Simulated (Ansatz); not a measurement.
# GaI3 (model cell, started as ReO3 type): phonons and vibrational spectra, part 2 of 2

How does GaI3 (model cell, started as ReO3 type) vibrate, and is this structure a minimum?

Ansatz 0.2.0; DFT PBEsol, scalar-relativistic, plane waves, PAW.

So far. Step 3 (Tight relaxation): The forces vanish by symmetry and the pressure is -0.003 GPa, within the tolerances set. The cell now holds 43.59 Å³/atom. The relaxed cell has a = 5.587 Å (conventional setting).

The structure was built from a prototype and need not be the compound's stable phase.

### Step 4. Zone-centre response

The zone centre is the only wavevector solved here; it holds the modes that light can see, as far as symmetry allows. No field response is asked, since the mesh shows no gap.

input.yaml reads:

```yaml
crystal:
  lattice:
    - [5.5866885338, 0.0, 0.0]
    - [0.0, 5.5866885338, 0.0]
    - [0.0, 0.0, 5.5866885338]
  atoms:
    - { symbol: Ga, position: [0.0, 0.0, 0.0] }
    - { symbol: I, position: [0.5, 0.0, 0.0] }
    - { symbol: I, position: [0.0, 0.5, 0.0] }
    - { symbol: I, position: [0.0, 0.0, 0.5] }
kpoints:
  mp_grid: { grid: [8, 8, 8] }
hamiltonian:
  xc: pbesol
scf:
  occupations: { method: methfessel_paxton, width: 0.15 }
output:
  eigenvalues: true
phonons:
  method: dfpt
```

The run is started by

```
> ansatz run input.yaml --threads 4 --pin off --max-ram 7168MiB --backend cpu --events-out ev --progress --plain --runs-dir out
```

Numbers of over 12 decimals in the logs are rounded to 6 here.

Log:

```text
zone centre: on kpoints.mp_grid the ground state, and the responses unless they are solved on pairs of k-points, stand on 125 of the mesh's 512 k-points, reduced under 8 symmetry operations, with k and −k counted as one. Each operation leaves every solved displacement unchanged or reverses it
[...]
Crystal: 4 atoms, lattice volume = 174.367 Å³
Basis set: ecut = 420 eV, 3407 PW (Γ), exchange–correlation on 80×80×80 points (8 copies of the dense FFT grid, shifted against one another)
Bands: 39, of which v1, the nominal top of the filled ones, is band 32 counted from 1 (31 counted from 0)
Symmetry: 48 space group operations
k-points: 125 of 512 (irreducible under 8 space group operations)
[...]
SCF iter   1: F=—  HF=-26040.561284 eV  |F-HF|=—  |Δ(HF+E_count)|=         —  Δρ=2.29e-3  dr2=8.70e-3  ethr=1.77e-3  ⟨swp⟩=8.0  Hψ=21945  notcnv=0  defer=57
[...]
SCF iter   9: F=-26040.557889 eV  HF=-26040.557889 eV  |F-HF|=1.46e-11  |Δ(HF+E_count)|=  6.18e-11  S|Δr|=    0.00e0  Δρ=3.14e-8  dr2=7.52e-13  ethr=1.00e-12  ⟨swp⟩=13.4  Hψ=26523  notcnv=0
SCF 1 converged in 9 iterations: F = -26040.557889 eV  dr2 = 7.52e-13
[...]
DFPT response loops at Γ: preconditioner auto → none (partly filled bands, converged f_vac=0.259); β = 0.50; Broyden in place of MSR1
SCF converged after 9 iterations
[...]
Free energy (F): -26040.557889 eV
[...]
Internal energy: -26040.549334 eV  (E = F + TS)
E sigma→0 (E₀):  -26040.555751 eV
Entropy (-TS):   -0.008555 eV (-2.139 meV/atom)
Fermi energy:    3.299200 eV
[...]
--- Band table (eV; the first three rows and the last of 125) ---
  k-point 0: bands = [... 28 lower, 2.4815, 2.4815, 2.7297, 2.7297, 2.7297, 8.0986, 9.0620, 9.0620, ... 3 higher]
  k-point 1: bands = [... 28 lower, 2.4316, 2.4472, 2.6884, 2.6884, 2.7515, 8.2732, 9.0948, 9.2731, ... 3 higher]
  k-point 2: bands = [... 28 lower, 2.2587, 2.3671, 2.6470, 2.6470, 2.9693, 8.6957, 9.1801, 9.2535, ... 3 higher]
  k-point 124: bands = [... 28 lower, 2.2950, 3.4825, 3.4825, 3.4825, 5.9681, 5.9681, 5.9681, 6.7647, ... 3 higher]
--- Phonons (Γ-DFPT): 3 representative perturbations + reference, on 125 of 512 k-points (Σ response iterations 9) ---
  k mesh reduced under 8 symmetry operations, with k and −k counted as one. Each operation leaves every solved displacement unchanged or reverses it
  ASR residual: 3.752e-5 → 0.000e0 eV/Å²; symmetrization residual: 5.248e-6 eV/Å²
  ASR residual per site (eV/Å²): 2.10e-5 3.75e-5 3.75e-5 3.75e-5
  Γ frequencies (cm⁻¹): -57.62 -57.62 -57.62 0.00 0.00 0.00 9.20 9.20 9.20 105.68 105.68 105.68
  non-analytic LO–TO correction: not included (Born effective charges unavailable; polar crystals: no LO–TO splitting at Γ)
```

Elapsed: 1.9 min, on 4 threads of Arm Neoverse V2, shared host; peak memory 2.6 GiB.

In the SCF lines HF is the Harris–Foulkes energy and dr2 the Hartree energy of the density residual, in eV; the loop may stop once dr2 is under the threshold and the program's other checks hold. Hψ counts applications of the Hamiltonian.

Numbers from this step:

```
sum-rule residual before enforcement                    : 3.75e-5 eV/Å²
point group                                             : m-3m
highest optical mode at the zone centre (no LO-TO term) : 105.7 cm⁻¹
lowest optical zone-centre mode                         : -57.62 cm⁻¹
```

Patterns of degenerate modes are one choice out of their space. The modes at Γ (shares of kinetic energy by element, %) (negative means imaginary):

```
mode  frequency (cm⁻¹)  symmetry  Ga %  I %
   1             -57.6       T1u    63   37
   2             -57.6       T1u    63   37
   3             -57.6       T1u    63   37
   4               0.0  acoustic    15   85
   5               0.0  acoustic    15   85
   6               0.0  acoustic    15   85
   7               9.2       T2u     0  100
   8               9.2       T2u     0  100
   9               9.2       T2u     0  100
  10             105.7       T1u    21   79
  11             105.7       T1u    21   79
  12             105.7       T1u    21   79
```

Displacements in mode 1 (-57.6 cm⁻¹), the largest set to 1:
```
Ga1  0.00  0.04  1.00
I2   0.00 -0.01 -0.37
I3   0.00  0.01 -0.37
I4   0.00 -0.01  0.20
```

Displacements in mode 12 (105.7 cm⁻¹), the largest set to 1:
```
Ga1  0.00 -0.01 -0.75
I2   0.00  0.00 -0.29
I3   0.00  0.01 -0.29
I4   0.00  0.00  1.00
```

Before it was imposed, the acoustic sum rule was missed by 3.8e-5 eV/Å². Small misses are needed for a sound result but don't prove that mesh and cutoff are converged. The lowest optical mode is imaginary, 57.6i cm⁻¹, so the energy falls along it.

### Step 5. Another isotope

An isotope changes the mass and not the force constants, so no new electronic calculation is needed; the shifts show which modes move this element.

The same force constants with the mass of Ga changed from 69.723 to 70.925 u (phonopy, no LO-TO term). Both lists are sorted by frequency; levels can cross, so a row need not hold one and the same mode. Modes under 3 cm⁻¹ are left out. Isotope shifts, by row:

```
    q  rank  natural mass (cm⁻¹)  changed mass (cm⁻¹)
0 0 0     1               -57.62               -57.31
0 0 0     2               -57.62               -57.31
0 0 0     3               -57.62               -57.31
0 0 0     7                  9.2                  9.2
0 0 0     8                  9.2                  9.2
0 0 0     9                  9.2                  9.2
0 0 0    10                105.7                105.5
0 0 0    11                105.7                105.5
0 0 0    12                105.7                105.5
```

A mode of this element alone would shift by -0.85 %. The highest zone-centre frequency without the field goes from 105.7 to 105.5 cm⁻¹ (-0.2 %).

### Step 6. Summary of results

| Quantity | Value |
| --- | --- |
| space group after relaxation (within 0.01 Å) | Pm-3m |
| volume per atom | 43.6 Å³ |
| electronic character | no gap on this mesh |
| highest optical mode at the zone centre (no LO-TO term) | 106 cm⁻¹ |
| lowest optical zone-centre mode | -57.6 cm⁻¹ |
| imaginary modes at Γ (the only wavevector solved) | yes |

What this shows: A zone-centre mode is imaginary (57.6i cm⁻¹), so this structure is not a minimum of the energy. The optical modes at Γ span -58 to 106 cm⁻¹ (negative means imaginary). No dispersion was computed. The highest mode in this list at Γ, 105.7 cm⁻¹, is mostly motion of I (79 % of the kinetic energy). With no gap, or one that is small against the smearing, the frequencies hang on the k mesh and the smearing, most of all near Kohn anomalies. Spin-orbit coupling is left out, which can matter for the heavy elements here. The starting cell was built on a prototype and not taken from a measurement, so the phase need not exist. These are harmonic frequencies at zero temperature: anharmonic shifts, linewidths and thermal expansion are left out.

[Logs are printed without paths, hosts, clocks, repeated set-up lines and the standing remarks that a program may print on its own settings, such as how far it seeks lower states.]

[Hosts, paths, dates, database ids (printed as entryN), source tags and the programs' standing remarks are cut or masked in the printed files.]
